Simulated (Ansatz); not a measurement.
# Na2WO4 (Fd-3m): the host for defect calculations

Aim: the runs on the perfect crystal Na2WO4 (Fd-3m) that a defect calculation needs first.

Main program and level: Ansatz 0.2.0; plane-wave PAW DFPT, PBEsol; dielectric tensors, Born charges and zone-centre modes of the host, in the first sound run; inputs show where later runs differ.

This is a report of a sequence of runs, with most program output left out.

## (1) Starting point

It takes space group Fd-3m (No. 227, cubic). The conventional cell has a = 9.109 Å, b = 9.109 Å, c = 9.109 Å, α = 90.00°, β = 90.00°, γ = 90.00°. Na has 6 O at 2.39 Å nearest. W has 4 O at 1.79 Å nearest. O has 1 W at 1.79 Å and 3 Na at 2.39 Å nearest. Farther neighbours and most contacts between anions are not listed.

## (2) Dielectric tensors of the host

The response to a uniform electric field gives the electronic dielectric tensor.

eps/input.yaml

```yaml
crystal:
  lattice:
    - [0.0, 4.5545530478, 4.5545530478]
    - [4.5545530478, 0.0, 4.5545530478]
    - [4.5545530478, 4.5545530478, 0.0]
  atoms:
    - { symbol: Na, position: [0.625, 0.125, 0.125] }
    - { symbol: Na, position: [0.125, 0.625, 0.125] }
    - { symbol: Na, position: [0.125, 0.125, 0.625] }
    - { symbol: Na, position: [0.125, 0.125, 0.125] }
    - { symbol: W, position: [0.75, 0.75, 0.75] }
    - { symbol: W, position: [0.5, 0.5, 0.5] }
    - { symbol: O, position: [0.4101360904, 0.8632879699, 0.8632879699] }
    - { symbol: O, position: [0.8632879699, 0.4101360904, 0.8632879699] }
    - { symbol: O, position: [0.8632879699, 0.8632879699, 0.4101360904] }
    - { symbol: O, position: [0.8632879699, 0.8632879699, 0.8632879699] }
    - { symbol: O, position: [0.8398639096, 0.3867120301, 0.3867120301] }
    - { symbol: O, position: [0.3867120301, 0.8398639096, 0.3867120301] }
    - { symbol: O, position: [0.3867120301, 0.3867120301, 0.8398639096] }
    - { symbol: O, position: [0.3867120301, 0.3867120301, 0.3867120301] }
basis:
  ecutwfc: 420
hamiltonian:
  xc: pbesol
kpoints:
  mp_grid: { grid: [5, 5, 5] }
scf:
  occupations: { method: fixed }
  max_iter: 100
phonons:
  method: dfpt
  dielectric: true
  rigid_motions: translations
```

Command:

```console
> ansatz run input.yaml --threads 8 --pin off --max-ram 22609MiB --backend cpu --events-out ev --progress --plain --runs-dir out
```

It took 94 s on 8 threads of Arm Neoverse V2, shared host; peak memory 2.6 GiB.

Electronic dielectric tensor:

```
2.87 0.00 0.00
0.00 2.87 0.00
0.00 0.00 2.87
```

Static dielectric tensor:

```
6.09 0.00 0.00
0.00 6.09 0.00
0.00 0.00 6.09
```

The electronic dielectric tensor is isotropic, 2.87. The static dielectric tensor is isotropic, 6.09.

## (3) Primitive cell on a dense mesh

A dense mesh gives the host's converged energy, against which the supercell's sampling is tested.

This step: plane-wave PAW DFT, PBEsol; single point of the host's primitive cell on a dense mesh (Ansatz 0.2.0).

dense/input.yaml, as its differences from eps/input.yaml of step 2:

```diff
@@ -22,2 +22,3 @@
   ecutwfc: 420
+  xc_grid: 2
 hamiltonian:
@@ -27,7 +28,3 @@
 scf:
-  occupations: { method: fixed }
-  max_iter: 100
-phonons:
-  method: dfpt
-  dielectric: true
-  rigid_motions: translations
+  occupations: { method: fermi_dirac, width: 0.01 }
+  max_iter: 80
```

It took 1.8 s on 8 threads; peak memory 0.83 GiB; 6.6 s of CPU time.

## (4) Self-consistent run

This step: plane-wave PAW DFT, PBEsol; single point of the defect-free supercell, a test of its k-points (Ansatz 0.2.0).

System of this step: Na2WO4 (Fd-3m). The cell holds 56 atoms: 16 Na, 8 W and 32 O. Cell: a = 9.109 Å, b = 9.109 Å, c = 9.109 Å, α = 90.0°, β = 90.0°, γ = 90.0°.

pristine.sampling/input.yaml

```yaml
crystal:
  lattice:
    - [9.1091060955, 0.0, 0.0]
    - [0.0, 9.1091060955, 0.0]
    - [0.0, 0.0, 9.1091060955]
  atoms:
    - { symbol: Na, position: [0.125, 0.375, 0.375] }
    - { symbol: Na, position: [0.125, 0.875, 0.875] }
    - { symbol: Na, position: [0.625, 0.375, 0.875] }
    - { symbol: Na, position: [0.625, 0.875, 0.375] }
    - { symbol: Na, position: [0.375, 0.125, 0.375] }
    - { symbol: Na, position: [0.375, 0.625, 0.875] }
    - { symbol: Na, position: [0.875, 0.125, 0.875] }
    - { symbol: Na, position: [0.875, 0.625, 0.375] }
[... 44 atom lines left out ...]
    - { symbol: O, position: [0.3867120301, 0.3867120301, 0.3867120301] }
    - { symbol: O, position: [0.3867120301, 0.8867120301, 0.8867120301] }
    - { symbol: O, position: [0.8867120301, 0.3867120301, 0.8867120301] }
    - { symbol: O, position: [0.8867120301, 0.8867120301, 0.3867120301] }
basis:
  ecutwfc: 420
  xc_grid: 2
hamiltonian:
  xc: pbesol
kpoints:
  mp_grid: { grid: [1, 1, 1], shift: [0.25, 0.25, 0.25] }
scf:
  occupations: { method: fermi_dirac, width: 0.01 }
  max_iter: 80
```

Wall time 5.7 s (8 threads); peak memory 1.3 GiB; 19 s of CPU time.

Numbers from this step:

```
energy over dense mesh : -7.66e-5 eV/atom
```

## (5) Defect free supercell relaxed from displaced atoms

This step: plane-wave PAW DFT, PBEsol; relaxation of the defect-free supercell from random displacements, a test of the host's stability (Ansatz 0.2.0).

pristine.rattled/input.yaml, as its differences from pristine.sampling/input.yaml of step 4:

```diff
@@ -72 +72,12 @@
   max_iter: 80
+output:
+  forces: true
+relax:
+  f_tol: 0.01
+  max_steps: 120
+  random_displacement: { amplitude: 0.08, seed: 7360 }
+checkpoint:
+  write: "../pristine.rattled.run"
+  compress: false
+  write_wavefunctions: false
+  write_every: 100000
```

Run time: 51 s. Hardware: 8 threads; peak memory 1.4 GiB; 4.2 min of CPU time.

The steps of the relaxation:

```tsv
step	energy less that of the first step (eV)	largest force component (eV/Å)
1	0.0000	7.4158
2	-2.7369	1.2097
3	-2.9951	0.0121
4	-2.9951	0.0123
5	-2.9954	0.0108
6	-2.9955	0.0030
```

The relaxation ends 53 meV an atom lower than the displaced start, with a largest force component of 0.0030 eV/Å.

## (6) Summary of results

| Quantity | Value |
| --- | --- |
| electronic dielectric constant | 2.87 |
| static dielectric constant | 6.09 |
| gap on the k-mesh of the response run (PBEsol) | 4.98 eV |
| symmetric supercell less the displaced and relaxed one | 0.000 eV |
| energy an atom at one point at (¼, ¼, ¼) less that on the dense mesh | 0.000 eV |

Step 5: The energy fell by 2.996 eV from the randomly displaced start; the atoms end within 0.005 Å of the sites as typed, once the mean shift is taken out. The displaced cell ends within 0.01 eV of the symmetric one, so no lower structure shows in this supercell. The k-mesh can miss the band edges, so this gap is an upper bound at this level. All at zero temperature.

[Logs are printed without paths, hosts, clocks, repeated set-up lines and the standing remarks that a program may print on its own settings, such as how far it seeks lower states.]

[Hosts, paths, dates, database ids (printed as entryN), source tags and the programs' standing remarks are cut or masked in the printed files.]

[Runs of the host that timed out are not shown.]

[For some hosts the program warned that the k-mesh of the response run may be too coarse for force constants and the static dielectric constant; such warnings are not always shown.]
